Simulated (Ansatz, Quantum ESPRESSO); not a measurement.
# Predicting the next point of a tunnelling series: vacuum gaps between two Ag(100) faces

How the rows were computed: Quantum ESPRESSO 7.5 (pw.x, pwcond.x), PBE, GBRV ultrasoft; geometry as built. T is the transmission per spin at the Fermi level, averaged over the mesh across the current, in a cell of 8.61 Å². The series steps the width of the vacuum gap.

| width (Å) | T |
| --- | --- |
| 3.5 | 0.462 |
| 4.5 | 0.144 |
| 5.5 | 0.0291 |

One more run was made and is withheld. What is T at 6.5 Å?

**Worked estimate.** In the tunnelling regime ln T falls linearly. The last two rows give a slope of ln(0.144/0.0291)/(5.5 − 4.5) = 1.599 per Å, so T(6.5) ≈ 0.0291 × exp(−1.599 × 1) = 0.00588.

**The withheld run.** T = 0.00546; the estimate is 1.08 times that. The slope over the last interval is 1.673: the same within 8 %. Points of the mesh with over 2.5 times the mean carry 71 % of this T, so the value leans on the mesh. A second code, Ansatz 0.2.0, gives 0.00464.

Caveats: Short leads, unrelaxed atoms, a barrier without the image potential and an untested mesh.
